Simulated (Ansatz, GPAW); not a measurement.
# NbAuS3 (model structure): optical spectrum from first principles

Aim: the dielectric function of NbAuS3 (model structure), and the optical constants that follow from it. The structure is a model built here, which may or may not match a known phase. It was built so: All Ag replaced by Au and O replaced by S in the Pm-3m structure of NbAgO3. The cell is first relaxed with Ansatz.

Calculated with GPAW 26.7.0; DFT, revPBE, plane-wave PAW (GPAW data sets), scalar-relativistic, RPA, optical limit.

## Step 1: The starting structure

Symmetry: Pm-3m, No. 221, cubic system. The conventional cell has a = 4.795 Å, b = 4.795 Å, c = 4.795 Å, α = 90.00°, β = 90.00°, γ = 90.00°. Au has 12 S at 3.39 Å nearest. Nb has 6 S at 2.40 Å nearest. S has 2 Nb at 2.40 Å nearest. All Ag replaced by Au and O replaced by S in the Pm-3m structure of NbAgO3. Farther neighbours and most contacts between anions are not listed.

## Step 2: Relaxation

Spectra hang on bond lengths, so the cell is first brought to its minimum.

This step: DFT, revPBE, plane-wave PAW, default files, scalar-relativistic, relaxation (Ansatz 0.2.0).

input.yaml reads:

```yaml
crystal:
  lattice:
    - [4.7954484, 0.0, 0.0]
    - [0.0, 4.7954484, 0.0]
    - [0.0, 0.0, 4.7954484]
  atoms:
    - { symbol: Au, position: [0.5, 0.5, 0.5] }
    - { symbol: Nb, position: [0.0, 0.0, 0.0] }
    - { symbol: S, position: [0.0, 0.0, 0.5] }
    - { symbol: S, position: [0.0, 0.5, 0.0] }
    - { symbol: S, position: [0.5, 0.0, 0.0] }
kpoints:
  mp_grid: { grid: [5, 5, 5] }
scf:
  occupations: { method: fermi_dirac, width: 0.05 }
hamiltonian:
  xc: revpbe
output:
  forces: true
  stress: true
  write_density: true
  write_potential: true
  elf: true
  volumetric_format: npy
relax:
  f_tol: 0.02
  max_steps: 50
  cell: {}
```

Command:

```bash
> ansatz run input.yaml --threads 1 --pin off --max-ram 4096MiB --backend cpu --events-out ev --progress --plain --runs-dir out
```

Numbers of over 12 decimals in the logs are rounded to 6 here.

The program printed:

```text
Engine: ansatz 0.2.0, aarch64-unknown-linux-gnu
Pseudopotentials: kind: paw
Pseudopotential: Au, paw, valence charge 19, recommended cutoff 420 eV (normal), Au.paw.azcp
Pseudopotential: Nb, paw, valence charge 13, recommended cutoff 420 eV (normal), Nb.paw.azcp
Pseudopotential: S, paw, valence charge 6, recommended cutoff 420 eV (normal), S.paw.azcp
Functional definition: revPBE
  parameter kappa = 1.245
  parameter beta = 0.066725
  exchange = pbe_x(kappa = kappa, mu = beta*pi^2/3)
  correlation = pbe_c(beta = beta)
Crystal: 5 atoms, lattice volume = 110.278 Å³
Basis set: ecut = 420 eV, 2109 PW (Γ), exchange–correlation on 72×72×72 points (8 copies of the dense FFT grid, shifted against one another)
Bands: 30, of which v1, the nominal top of the filled ones, is band 25 counted from 1 (24 counted from 0)
Symmetry: 48 space group operations
Space group: Pm-3m (ITA 221), of the structure as read, at distance tolerance 4.8e-5 Å
k-points: 10 of 125
Non-local potential: Au, projectors of the file, l = 0: 3, l = 1: 2, l = 2: 2, l = 3: 1
Non-local potential: Nb, projectors of the file, l = 0: 3, l = 1: 2, l = 2: 2, l = 3: 1
Non-local potential: S, projectors of the file, l = 0: 2, l = 1: 2, l = 2: 2
PAW form: soft (Blöchl's): semilocal exchange-correlation on the pseudo side does not see the compensation charge
PAW frozen core: Au, regenerated for the run's functional, and the local potential with it (the file was generated under x = pbe(κ = 0.804, μ = 0.219515), c = pbe(β = 0.066725))
PAW frozen core: Nb, regenerated for the run's functional, and the local potential with it (the file was generated under x = pbe(κ = 0.804, μ = 0.219515), c = pbe(β = 0.066725))
PAW frozen core: S, regenerated for the run's functional, and the local potential with it (the file was generated under x = pbe(κ = 0.804, μ = 0.219515), c = pbe(β = 0.066725))
PAW one-centre angular grid: Au, 590 points (default); XC on 64 Gauss nodes
PAW one-centre angular grid: Nb, 590 points (default); XC on 64 Gauss nodes
PAW one-centre angular grid: S, 110 points (default); XC on 64 Gauss nodes
Initial density: superposition of atomic densities (neutral atoms: chi_scale 0, normalization atom), corrected by the library's trained network
Initial wavefunctions: pseudopotential atomic-orbital guess
Functional: x = revpbe(κ = 1.245, μ = 0.219515), c = pbe(β = 0.066725)
SCF iter   1: F=—  HF=-20430.174186 eV  |F-HF|=—  |Δ(HF+E_count)|=         —  Δρ=4.54e-3  dr2=3.86e-2  ethr=1.77e-3  ⟨swp⟩=5.8  Hψ=1217  notcnv=0
preconditioner: auto → Kerker (q_TF=auto, 2.391 Å⁻¹)  [metal: Δε(μ)=0.032 eV  Ē_g=6.054 eV  σ=0.050 eV  W_gap=0.16  n_scr=26 (ndim 8)  ℏωp=20.6 eV  f_vac=0.000  D(μ)=4.82/eV (n_scr^D=32)]
SCF iter   2: F=—  HF=-20430.170390 eV  |F-HF|=—  |Δ(HF+E_count)|=   3.80e-3  Δρ=2.55e-3  dr2=1.66e-2  ethr=7.73e-5  ⟨swp⟩=1.3  Hψ=383  notcnv=0
SCF iter   3: F=—  HF=-20430.167682 eV  |F-HF|=—  |Δ(HF+E_count)|=   2.71e-3  Δρ=6.26e-4  dr2=1.16e-3  ethr=3.31e-5  ⟨swp⟩=1.9  Hψ=311  notcnv=0
SCF iter   4: F=—  HF=-20430.167623 eV  |F-HF|=—  |Δ(HF+E_count)|=   5.92e-5  Δρ=2.32e-4  dr2=1.03e-4  ethr=2.31e-6  ⟨swp⟩=2.7  Hψ=548  notcnv=0
SCF iter   5: F=—  HF=-20430.167677 eV  |F-HF|=—  |Δ(HF+E_count)|=   5.36e-5  Δρ=6.43e-5  dr2=6.19e-6  ethr=2.07e-7  ⟨swp⟩=2.0  Hψ=475  notcnv=0
SCF iter   6: F=—  HF=-20430.167858 eV  |F-HF|=—  |Δ(HF+E_count)|=   1.81e-4  Δρ=2.10e-5  dr2=5.55e-7  ethr=1.24e-8  ⟨swp⟩=2.0  Hψ=481  notcnv=0
SCF iter   7: F=-20430.167859 eV  HF=-20430.167859 eV  |F-HF|=1.13e-7  |Δ(HF+E_count)|=   1.11e-6  Δρ=6.30e-6  dr2=5.75e-8  ethr=2.00e-10  ⟨swp⟩=8.5  Hψ=1975  notcnv=0
SCF 1 converged in 7 iterations: F = -20430.167859 eV  dr2 = 5.75e-8
  greatest PAW one-centre occupation: 1.000 electrons in one spin orbital (limit 2), on the Au atom at site 0 (counted from 0), in its partial waves of l = 0
relax step   1: F+E_penalty+E_count = -20430.16785877 eV  Δ(F+E_penalty+E_count) = +0.000e0 eV  max|allowed force component| = 8.359e-28 eV/Å  Δτ_max = 0.0000 Å  P = +1.722 GPa  Ω = 110.278 Å³  (7 SCF iters, dr2 threshold 1.00e-7 eV, accepted)
Crystal: 5 atoms, lattice volume = 112.753 Å³
Basis set: ecut = 420 eV, 2205 PW (Γ), exchange–correlation on 72×72×72 points (8 copies of the dense FFT grid, shifted against one another)
Initial density: handed on by an earlier stage of this run
Initial wavefunctions: those handed on with the density
iter 1 solved again at ethr=3.42e-5 eV; its pass at ethr=3.10e-3 eV (dr2=1.71e-2 eV) is discarded
SCF iter   1: F=—  HF=-20430.182976 eV  |F-HF|=—  |Δ(HF+E_count)|=         —  Δρ=2.23e-3  dr2=1.71e-2  ethr=3.42e-5  ⟨swp⟩=1.1  Hψ=1523  notcnv=0
preconditioner: auto → Kerker (q_TF=auto, 2.382 Å⁻¹)  [metal: Δε(μ)=0.032 eV  Ē_g=6.026 eV  σ=0.050 eV  W_gap=0.16  n_scr=26 (ndim 8)  ℏωp=20.4 eV  f_vac=0.005  D(μ)=5.13/eV (n_scr^D=32)]
SCF iter   2: F=—  HF=-20430.180734 eV  |F-HF|=—  |Δ(HF+E_count)|=   2.24e-3  Δρ=1.19e-3  dr2=5.80e-3  ethr=3.42e-5  ⟨swp⟩=1.0  Hψ=300  notcnv=0
SCF iter   3: F=—  HF=-20430.179499 eV  |F-HF|=—  |Δ(HF+E_count)|=   1.24e-3  Δρ=2.39e-4  dr2=1.79e-4  ethr=1.16e-5  ⟨swp⟩=2.3  Hψ=433  notcnv=0
SCF iter   4: F=—  HF=-20430.179695 eV  |F-HF|=—  |Δ(HF+E_count)|=   1.96e-4  Δρ=8.53e-5  dr2=1.52e-5  ethr=3.58e-7  ⟨swp⟩=2.4  Hψ=470  notcnv=0
SCF iter   5: F=—  HF=-20430.179699 eV  |F-HF|=—  |Δ(HF+E_count)|=   4.40e-6  Δρ=3.13e-5  dr2=1.51e-6  ethr=3.05e-8  ⟨swp⟩=2.5  Hψ=544  notcnv=0
SCF iter   6: F=-20430.179702 eV  HF=-20430.179701 eV  |F-HF|=1.99e-7  |Δ(HF+E_count)|=   2.08e-6  Δρ=8.62e-6  dr2=1.27e-7  ethr=1.00e-9  ⟨swp⟩=9.0  Hψ=2060  notcnv=0
SCF 2 converged in 6 iterations: F = -20430.179702 eV  dr2 = 1.27e-7
relax step   2: F+E_penalty+E_count = -20430.17970159 eV  Δ(F+E_penalty+E_count) = -1.184e-2 eV  max|allowed force component| = 4.049e-29 eV/Å  Δτ_max = 0.0000 Å  P = -0.115 GPa  Ω = 112.753 Å³  energy of the carried Pulay correction = -2.895e-4 eV  (6 SCF iters, dr2 threshold 5.00e-7 eV, accepted)
Crystal: 5 atoms, lattice volume = 112.596 Å³
iter 1 solved again at ethr=1.29e-7 eV; its pass at ethr=3.10e-3 eV (dr2=6.43e-5 eV) is discarded
SCF iter   1: F=—  HF=-20430.179590 eV  |F-HF|=—  |Δ(HF+E_count)|=         —  Δρ=1.42e-4  dr2=6.73e-5  ethr=1.29e-7  ⟨swp⟩=2.5  Hψ=1527  notcnv=0
preconditioner: auto → Kerker (q_TF=auto, 2.383 Å⁻¹)  [metal: Δε(μ)=0.032 eV  Ē_g=5.991 eV  σ=0.050 eV  W_gap=0.16  n_scr=26 (ndim 8)  ℏωp=20.4 eV  f_vac=0.005  D(μ)=5.01/eV (n_scr^D=32)]
SCF iter   2: F=—  HF=-20430.179798 eV  |F-HF|=—  |Δ(HF+E_count)|=   2.08e-4  Δρ=7.51e-5  dr2=2.24e-5  ethr=1.29e-7  ⟨swp⟩=1.0  Hψ=300  notcnv=0
SCF iter   3: F=—  HF=-20430.179778 eV  |F-HF|=—  |Δ(HF+E_count)|=   1.93e-5  Δρ=1.43e-5  dr2=7.72e-7  ethr=4.49e-8  ⟨swp⟩=1.8  Hψ=362  notcnv=0
SCF iter   4: F=—  HF=-20430.179778 eV  |F-HF|=—  |Δ(HF+E_count)|=   1.69e-7  Δρ=5.85e-6  dr2=6.16e-8  ethr=1.54e-9  ⟨swp⟩=2.5  Hψ=444  notcnv=0
iter 5 did not close the SCF: its close was put off for the readings that it lacked (scf_convergence_deferred on its scf_iter line)
SCF iter   5: F=-20430.179778 eV  HF=-20430.179778 eV  |F-HF|=4.56e-9  |Δ(HF+E_count)|=   2.14e-9  Δρ=1.74e-6  dr2=4.59e-9  ethr=1.23e-10  ⟨swp⟩=2.1  Hψ=515  notcnv=0
SCF iter   6: F=-20430.179778 eV  HF=-20430.179778 eV  |F-HF|=7.13e-10  |Δ(HF+E_count)|=   5.09e-9  Δρ=5.03e-7  dr2=4.02e-10  ethr=9.19e-12  ⟨swp⟩=5.1  Hψ=1698  notcnv=0
SCF 3 converged in 6 iterations: F = -20430.179778 eV  dr2 = 4.02e-10
relax step   3: F+E_penalty+E_count = -20430.17977817 eV  Δ(F+E_penalty+E_count) = -7.657e-5 eV  max|allowed force component| = 2.038e-29 eV/Å  Δτ_max = 0.0000 Å  P = -0.004 GPa  Ω = 112.596 Å³  energy of the carried Pulay correction = -2.712e-4 eV  (6 SCF iters, dr2 threshold 3.29e-8 eV, accepted)
Initial wavefunctions: pseudopotential atomic-orbital guess (no wavefunctions were taken with the density)
iter 1 solved again at ethr=2.52e-7 eV; its pass at ethr=3.10e-3 eV (dr2=1.26e-4 eV) is discarded
SCF iter   1: F=—  HF=-20430.179457 eV  |F-HF|=—  |Δ(HF+E_count)|=         —  Δρ=1.34e-4  dr2=5.62e-7  ethr=2.52e-7  ⟨swp⟩=3.0  Hψ=1978  notcnv=0
preconditioner: auto → Kerker (q_TF=auto, 2.383 Å⁻¹)  [metal: Δε(μ)=0.032 eV  Ē_g=5.994 eV  σ=0.050 eV  W_gap=0.16  n_scr=26 (ndim 8)  ℏωp=20.4 eV  f_vac=0.005  D(μ)=5.01/eV (n_scr^D=32)]
SCF iter   2: F=—  HF=-20430.179942 eV  |F-HF|=—  |Δ(HF+E_count)|=   4.85e-4  Δρ=6.80e-5  dr2=1.41e-7  ethr=1.12e-9  ⟨swp⟩=2.0  Hψ=504  notcnv=0
SCF iter   3: F=—  HF=-20430.180040 eV  |F-HF|=—  |Δ(HF+E_count)|=   9.76e-5  Δρ=3.50e-6  dr2=1.56e-9  ethr=2.81e-10  ⟨swp⟩=2.0  Hψ=478  notcnv=0
SCF iter   4: F=—  HF=-20430.180040 eV  |F-HF|=—  |Δ(HF+E_count)|=   2.22e-7  Δρ=5.29e-7  dr2=2.85e-10  ethr=3.13e-12  ⟨swp⟩=2.2  Hψ=530  notcnv=0
iter 5 did not close the SCF: its close was put off for the readings that it lacked (scf_convergence_deferred on its scf_iter line)
SCF iter   5: F=-20430.180040 eV  HF=-20430.180040 eV  |F-HF|=2.91e-11  |Δ(HF+E_count)|=  2.11e-10  Δρ=8.95e-8  dr2=5.87e-12  ethr=1.00e-12  ⟨swp⟩=2.4  Hψ=440  notcnv=0
SCF iter   6: F=-20430.180040 eV  HF=-20430.180040 eV  |F-HF|=3.64e-12  |Δ(HF+E_count)|=  3.64e-11  Δρ=2.44e-8  dr2=7.15e-13  ethr=1.00e-12  ⟨swp⟩=4.0  Hψ=1282  notcnv=0
SCF 4 converged in 6 iterations: F = -20430.180040 eV  dr2 = 7.15e-13
relax step   4: F+E_penalty+E_count = -20430.18003991 eV  Δ(F+E_penalty+E_count) = -2.617e-4 eV  max|allowed force component| = 1.630e-29 eV/Å  Δτ_max = 0.0000 Å  P = -0.005 GPa  Ω = 112.596 Å³  stress off target by 4.51e-3 GPa  SCF on the basis re-selected at this cell (its energy is not comparable with the rows above)  (6 SCF iters)
basis re-selected at this cell: Δ(F+E_penalty+E_count) = -2.617e-4 eV, ΔP = -0.001 GPa vs the last step (what re-selecting the basis moved, of the pressure what is left beyond the Pulay correction that the steps carried, after the strain that the cell walked since its last selection, with what the two solves' SCF thresholds leave and, on support functions, any second-order correction that the steps lacked; it is no m [...]
SCF converged after 6 iterations
Free energy (F): -20430.180040 eV
Harris-Foulkes:  -20430.180040 eV  (|F-HF|=3.64e-12)
Internal energy: -20430.143667 eV  (E = F + TS)
E sigma→0 (E₀):  -20430.161854 eV
Entropy (-TS):   -0.036372 eV (-7.274 meV/atom)
Fermi energy:    8.102715 eV
--- Per-component energies (eV) ---
  E_band       = -578.947125
  E_kinetic    = 1315.810871
  E_local      = -4237.471004  (includes V_loc(G=0)·N_el)
  E_nonlocal   = 279.187765
  E_hartree    = 1645.495998
  E_xc         = -690.247632
  E_vxc        = -742.496842  (∫ρ·V_xc dr)
  E_paw        = -14604.410782  (= ΣΔE_a)
  E_vpaw       = -484.971409  (= ΣTr[D̂ρ^β])
  E_aug_tail   = 0.001507  (compensation charges beyond the density's cutoff)
  E_ewald      = -4138.331778
  E_core_change = -0.178611  (= ΣΔE_core)
  E_smearing   = -0.036372  (= −TS)
  E_closure    = -0.000000  (closes the sum)
  Σ components = -20430.180040   (vs F -20430.180040, Δ=0.00e0)
--- Forces (eV/Å), atoms counted from 1 ---
  atom   1  Au    -0.00000000     0.00000000    -0.00000000
  atom   2  Nb     0.00000000     0.00000000     0.00000000
  atom   3  S      0.00000000    -0.00000000     0.00000000
  atom   4  S      0.00000000     0.00000000    -0.00000000
  atom   5  S     -0.00000000    -0.00000000    -0.00000000
  max |Σ_I F_I| component: 2.37e-29 eV/Å
--- Stress (GPa, compression-positive) ---
       -0.004512      -0.000000       0.000000
       -0.000000      -0.004512       0.000000
        0.000000       0.000000      -0.004512
  P = ⅓ Tr σ = -0.0045 GPa (-0.045 kbar)
--- Band table (eV; the first three rows and the last of 10) ---
  k-point 0: bands = [... 21 lower, 6.9083, 7.4425, 7.4507, 7.4507, 7.4507, 7.6750, 7.6750, 7.6750, ... 1 higher]
  k-point 1: bands = [... 21 lower, 6.4952, 7.1229, 7.3714, 7.3714, 7.6504, 8.3695, 8.8092, 8.8092, ... 1 higher]
  k-point 2: bands = [... 21 lower, 6.2615, 7.3512, 7.6089, 7.6330, 7.6330, 9.5939, 9.6882, 9.9547, ... 1 higher]
  k-point 9: bands = [... 21 lower, 6.0634, 7.6701, 8.0543, 8.0812, 8.0812, 10.2114, 10.2691, 10.2691, ... 1 higher]
--- Relaxed structure (3 steps of the walk, 3 accepted, 1 SCFs on fresh bases) ---
  F+E_penalty+E_count = -20430.18003991 eV   max|allowed force component| = 1.630e-29 eV/Å   (the final SCF, on the basis selected at the relaxed cell)
  cell:  # Å, volume = 112.5956 Å³
    - [4.828815, 0, 0.0]
    - [0, 4.828815, 0.0]
    - [0.0, 0.0, 4.828815]
  atoms:
    - { symbol: Au, position: [0.5, 0.5, 0.5] }
    - { symbol: Nb, position: [0, 0, 0] }
    - { symbol: S, position: [0, 0, 0.5] }
    - { symbol: S, position: [0, 0.5, 0] }
    - { symbol: S, position: [0.5, 0, 0] }
```

Run time: 8.5 s. Hardware: 1 thread of Arm Neoverse V2, shared host; peak memory 0.38 GiB.

Step by step:

```tsv
step	energy less that of the first step (eV)	largest force component (eV/Å)	pressure (GPa)	volume (Å³)
1	0.0000	0.0000	1.72	110.28
2	-0.0118	0.0000	-0.11	112.75
3	-0.0119	0.0000	0.00	112.60
4*	-0.0122	0.0000	0.00	112.60
```

Relaxation steps marked * repeat the geometry before them on a plane-wave basis chosen anew for their cell, so energy and pressure can jump there.

The run keeps the 48 symmetry operations that it works with, so distortions that break them were not tested.

```tsv
conventional cell, symmetrised	before	after	change
a (Å)	4.795	4.829	+0.7 %
b (Å)	4.795	4.829	+0.7 %
c (Å)	4.795	4.829	+0.7 %
volume (Å³/atom)	22.06	22.52	+2.1 %
```

Final coordinates:

```
Au Nb S
1.0
     4.82881    0.00000    0.00000
     0.00000    4.82881    0.00000
     0.00000    0.00000    4.82881
Au Nb S
1 1 3
Direct
  0.50000 0.50000 0.50000
  0.00000 0.00000 0.00000
  0.00000 0.00000 0.50000
  0.00000 0.50000 0.00000
  0.50000 0.00000 0.00000
```

The relaxation ends with a pressure of 0.00 GPa.

[end of part 1 of 3]

[Machine, clock and banner lines and Python warnings are left out of the logs.]

[Logs are printed without paths, hosts, clocks, repeated set-up lines and the standing remarks that a program may print on its own settings, such as how far it seeks lower states.]

[Hosts, paths, dates, database ids (printed as entryN), source tags and the programs' standing remarks are cut or masked in the printed files.]
